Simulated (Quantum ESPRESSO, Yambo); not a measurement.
# A GW chain in Yambo: SnTe (Fm-3m), part 3 of 3

How does a plane-wave GW calculation on SnTe (Fm-3m) run from the first input to the gap?

Quantum ESPRESSO 7.5 and Yambo 5.3.0; PBE and many-body steps on it, plane waves. Known limits of the many-body steps: not at the basis limit; model gap, bands may invert with spin-orbit coupling; no spin-orbit coupling; coarse k mesh.

So far. Step 3 (Bands along the symmetry lines): The gap is 0.093 eV, as in the run before at this level. Step 4 (Empty states on the mesh, 4×4×4 mesh, 165 bands): On this mesh the gap is 0.093 eV.

The database entry behind the starting cell differs from later determinations by our own check (about 0.3 % short), so it need not match the best structure at ambient conditions.

## Step 6: Screening and self-energy, 4×4×4 mesh, 165 bands, screening to 163.3 eV

Now the one-shot GW correction: screening in the RPA, then the self-energy of the levels asked for.

This step: G0W0 on PBE, plane waves, norm-conserving pseudopotentials.

The input, gw1.in:

```
HF_and_locXC
gw0
dyson
ppa
em1d
rim_cut
RandQpts= 1000000
RandGvec= 1 RL
EXXRLvcs= 88 Ry
VXCRLvcs= 352 Ry
Chimod= "HARTREE"
% BndsRnXp
 1 | 165 |
%
NGsBlkXp= 12 Ry
% LongDrXp
 1 | 1 | 1 |
%
% GbndRnge
 1 | 165 |
%
DysSolver= "n"
ExtendOut
PPAPntXp= 27.21138 eV
% QPkrange
 3 | 3 | 22 | 25 |
 1 | 1 | 22 | 25 |
%
```

The run is started by

```
$ OMP_NUM_THREADS=1 mpirun -n 4 yambo -F gw1.in -J gw1 -C gw1 > gw1.log
```

What it wrote:

```text
 Yambo, version 5.3.0

 [02] CORE Variables Setup
 =========================

  [... cell, symmetries and grids as in the set-up ...]

  [02.05] Energies & Occupations
  ==============================

  [X] === General ===
  [X] Electronic Temperature                        :  0.000000  0.000000 [eV K]
  [X] Bosonic    Temperature                        :  0.000000  0.000000 [eV K]
  [X] Finite Temperature mode                       : no
  [X] El. density                                   :  0.73527E+24 [cm-3]
  [X] Fermi Level                                   :  11.48335 [eV]

  [X] === Gaps and Widths ===
  [X] Conduction Band Min                           :  0.093469 [eV]
  [X] Valence Band Max                              :  0.000000 [eV]
  [X] Filled Bands                                  :  23
  [X] Empty Bands                                   :   24  165
  [X] Direct Gap                                    :  0.093469 [eV]
  [X] Direct Gap localized at k                     :  3
  [X] Indirect Gap                                  :  0.093469 [eV]
  [X] Indirect Gap between kpts                     :  3  3
  [X] Last valence band width                       :  3.754438 [eV]
  [X] 1st conduction band width                     :  3.246796 [eV]

 [03] Transferred momenta grid and indexing
 ==========================================

 IBZ Q-points                                      :   8
 BZ  Q-points                                      :   64

 K/Q-points units:
 rlu = crystal or reduced units; cc = cartesian coordinates; iku = interal k-units

 Q [1]          [rlu]:  0.000000  0.000000  0.000000
 Q [2]          [rlu]:  0.78548E-18  0.78548E-18  0.25000
 Q [3]          [rlu]: -0.15710E-17 -0.15710E-17 -0.50000
 Q [4]          [rlu]:  0.24960E-17  0.25000      0.25000
 Q [5]          [rlu]:  0.87758E-16  0.25000      0.50000
 Q [6]          [rlu]: -0.15710E-17  0.25000     -0.25000
 Q [7]          [rlu]: -0.49919E-17 -0.50000     -0.50000
 Q [8]          [rlu]:  0.250000 -0.500000 -0.250000

 [04] Coloumb potential Random Integration (RIM)
 ===============================================

  [04.01] RIM initialization
  ==========================

  * Diagonal components only detected *

  8 x (sBL volume)        :  0.073441 [a.u.]
  sBZ random points       :  1000000
  Points outside the sBZ  :   7987327
  RL volume               :  0.587530 [a.u.]
  Integrated volume       :  0.588462 [a.u.]

  [04.02] RIM integrals
  =====================

  Gamma point sphere radius             :  0.075962 [a.u.]
  Points outside the sphere             :   799513
  [Int_sBZ(q=0) 1/q^2]*(Vol_sBZ)^(-1/3) =:  7.764325
                                 should be <:  7.795600

  Summary of Coulomb integrals for non-metallic bands |Q|[au] RIM/Bare

  Q [1] 0.100000E-4 0.995988 * Q [2] 0.228467 1.065884
  Q [4] 0.263811 1.064776 * Q [6] 0.373085 1.027759
  Q [5] 0.437481 1.020378 * Q [3] 0.456934 1.018308
  Q [7] 0.527622 1.014848 * Q [8] 0.589900 1.011804

 [05] Dipoles
 ============

  [05.01] Setup: observables and procedures
  =========================================

 [06] Dynamic Dielectric Matrix (PPA)
 ====================================

 [WR./gw1//ndb.pp]---------------------------------------------------------------
  Brillouin Zone Q/K grids (IBZ/BZ)                :    8   64    8   64
  RL vectors                                       :   7119 [WF]
  Coulomb cutoff potential                         : none
  Electronic Temperature                           :  0.000000 [K]
  Bosonic    Temperature                           :  0.000000 [K]
  PPA    diel. fun.  energies                      : Perdew, Burke & Ernzerhof(X)+Perdew, Burke & Ernzerhof(C)
  wavefunctions                                    : Perdew, Burke & Ernzerhof(X)+Perdew, Burke & Ernzerhof(C)
  Global Gauge                                     : length
  X matrix size                                    :   331
  X band range                                     :    1  165
  X e/h energy range                               : -1.000000 -1.000000 [eV]
  X Time ordering                                  : R
  X Hxc Kernel                                     : HARTREE
  X Drude frequency                                :  0.000000  0.000000
  X poles                                          :  100.0000 [o/o]
  RL vectors in the sum                            :   7119
  [r,Vnl] included                                 : yes
  Field direction                                  :  0.577350E-5  0.577350E-5  0.577350E-5
  BZ energy Double Grid                            : no
  BZ energy DbGd points                            : 0
  BZ Q point size factor                           : -1.000000
  X Optical Averaged directions                    : none

 [07] Local Exchange-Correlation + Non-Local Fock
 ================================================

 [VXC] Plane waves :   47183
 [EXS] Plane waves :   5985

 QP @ state[ 1 ] K range:  1  1
 QP @ state[ 1 ] b range:  22  25
 QP @ state[ 2 ] K range:  3  3
 QP @ state[ 2 ] b range:  22  25

 [xc] Functional : Perdew, Burke & Ernzerhof(X)+Perdew, Burke & Ernzerhof(C)
 [xc] LIBXC used to calculate xc functional
  PP Number of Atomic Species                      :  2
  NLCC RL compoments                               :   47183
  PP Number of Atomic Species                      :  2
  NLCC RL compoments                               :   47183

 [xc] E_xc :  -38.22813 [Ha]
      E_xc :  -76.45627 [Ry]

  Local XC kind (lXC) : Perdew, Burke & Ernzerhof(X)+Perdew, Burke & Ernzerhof(C)
  Non-Local XC kind (nlXC) : Hartree-Fock

  Corrections @ K [1] :  [eV]
 <22|nlXC|22> = -14.29186  0.40439E-17 <22|lXC|22> = -12.44775  0.38153E-19
 <23|nlXC|23> = -14.29177  0.15624E-16 <23|lXC|23> = -12.44775 -0.75527E-15
 <24|nlXC|24> = -7.136022  0.13702E-17 <24|lXC|24> = -11.81318 -0.58970E-16
 <25|nlXC|25> = -7.136206  0.40659E-17 <25|lXC|25> = -11.81318 -0.18882E-15

  Corrections @ K [3] :  [eV]
 <22|nlXC|22> = -14.32859  0.11456E-16 <22|lXC|22> = -12.65401 -0.35400E-16
 <23|nlXC|23> = -9.801042 -0.32489E-17 <23|lXC|23> = -10.69261 -0.14160E-15
 <24|nlXC|24> = -10.79424  0.25985E-18 <24|lXC|24> = -13.05654  0.11807E-15
 <25|nlXC|25> = -7.843475 -0.23816E-17 <25|lXC|25> = -10.89102 -0.94398E-16

 [08] Dyson equation: Newton solver
 ==================================

  [08.01] G0W0 (W PPA)
  ====================

  [  GW  ] Bands range     :    1  165
  [GW/PPA] G damping       :  0.100000 [eV]

  QP @ state[ 1 ] K range:  1  1
  QP @ state[ 1 ] b range:  22  25
  QP @ state[ 2 ] K range:  3  3
  QP @ state[ 2 ] b range:  22  25

   Sc/G bands                                       :    1  165
   Sc/G damping                                     :  0.100000 ev
   Sc bands terminator                              : no
   Sx RL components                                 :   5985

   QP @ state[ 1 ] K range                          :  1  1
   QP @ state[ 1 ] b range                          :  22  25
   QP @ state[ 2 ] K range                          :  3  3
   QP @ state[ 2 ] b range                          :  22  25
   GF energies kind                                 : Perdew, Burke & Ernzerhof(X)+Perdew, Burke & Ernzerhof(C)
   GF WF`s kind                                     : Perdew, Burke & Ernzerhof(X)+Perdew, Burke & Ernzerhof(C)
   Xs energies kind                                 : Perdew, Burke & Ernzerhof(X)+Perdew, Burke & Ernzerhof(C)
   Xs WF`s kind                                     : Perdew, Burke & Ernzerhof(X)+Perdew, Burke & Ernzerhof(C)

 [11] Game Over & Game summary
```

Run time: 5 min. Hardware: 4 MPI ranks of Arm Neoverse V1, shared host; peak memory 2.2 GiB; 20 min of CPU time.

This step gave:

| Item | Value |
| --- | --- |
| G0W0 gap on the points computed | 0.1565 eV |
| starting gap on the mesh | 0.09347 eV |
| k of the valence top | 0, 0, -0.5 |
| k of the conduction bottom | 0, 0, -0.5 |
| least direct G0W0 gap on the computed points | 0.1565 eV |
| Z at the valence top | 0.7915 |
| Z at the conduction bottom | 0.7857 |

The gap on the mesh goes from 0.09 eV to 0.16 eV, a correction of +0.06 eV.

Limits: finite bands, cutoff and mesh; model gap, bands may invert with spin-orbit coupling; no spin-orbit coupling; coarse k mesh. v1 is the top filled band, c1 the lowest empty one. Levels before and after the correction, in eV, zero at the valence-band top of each column:

|  | conduction bottom | valence top |
| --- | --- | --- |
| Kohn-Sham | 0.09 | 0.00 |
| G0W0 | 0.16 | 0.00 |

|  | level | energy (eV) |
| --- | --- | --- |
| Kohn-Sham | (0 0 -0.5) v2 | -1.821 |
| Kohn-Sham | (0 0 -0.5) v1 | 0.000 |
| Kohn-Sham | (0 0 -0.5) c1 | 0.093 |
| Kohn-Sham | (0 0 -0.5) c2 | 0.357 |
| G0W0 | (0 0 -0.5) v2 | -2.008 |
| G0W0 | (0 0 -0.5) v1 | 0.000 |
| G0W0 | (0 0 -0.5) c1 | 0.156 |
| G0W0 | (0 0 -0.5) c2 | 0.332 |

## Step 7: Where the time went

Times are wall times on the hardware named with each run, good to a factor of about two.

| step | time | share | memory (GiB) |
| --- | --- | --- | --- |
| ground state | 17 s | 5 % | 0.37 |
| bands along the symmetry lines | 10 s | 3 % | 0.29 |
| empty states on the mesh | 25 s | 7 % | 0.56 |
| conversion and set-up | 3.3 s | 1 % | 0.26 |
| screening and self-energy | 5 min | 84 % | 2.2 |

## Step 8: Summary of results

| Item | Value |
| --- | --- |
| PBE gap | 0.09 eV, direct |
| G0W0 gap on the mesh | 0.16 eV |
| GW settings | 4×4×4 mesh, 165 bands, screening to 163.3 eV, Godby-Needs plasmon pole |
| known limits | not at the basis limit; model gap, bands may invert with spin-orbit coupling; no spin-orbit coupling; coarse k mesh |

In words: G0W0 moves the gap on the mesh from 0.09 eV to 0.16 eV (+0.06 eV), with Z of 0.79 and 0.79 at the edges. Only 2 of the mesh's irreducible points were corrected, so a valley elsewhere could overtake. The dearest step here is «screening and self-energy». Bands and cutoff are finite, so the gap is not at the basis limit. The miss can reach some tenths of an eV and take either sign; the mesh is an error of its own. In the G0W0 run levels were corrected at 2 k points alone, so a gap called «on the mesh» is the least over those, and an edge elsewhere would be missed. The 4×4×4 mesh is coarse for this cell, which bears on the long-range parts of exchange and screening. With atoms this heavy and so narrow a gap, spin-orbit coupling can invert the bands. These scalar-relativistic gaps are then model values, not to be set against experiment, and a spin-orbit change taken from DFT can't simply be added.

[Paths, hosts, dates, memory and timing lines, banners, echoed tables and standing remarks are left out of the program output.]

[Logs are printed without paths, hosts, clocks, repeated set-up lines and the standing remarks that a program may print on its own settings, such as how far it seeks lower states.]

[Runs of the session that timed out or met a known fault of the program may be left out.]

[Hosts, paths, dates, database ids (printed as entryN), source tags and the programs' standing remarks are cut or masked in the printed files.]
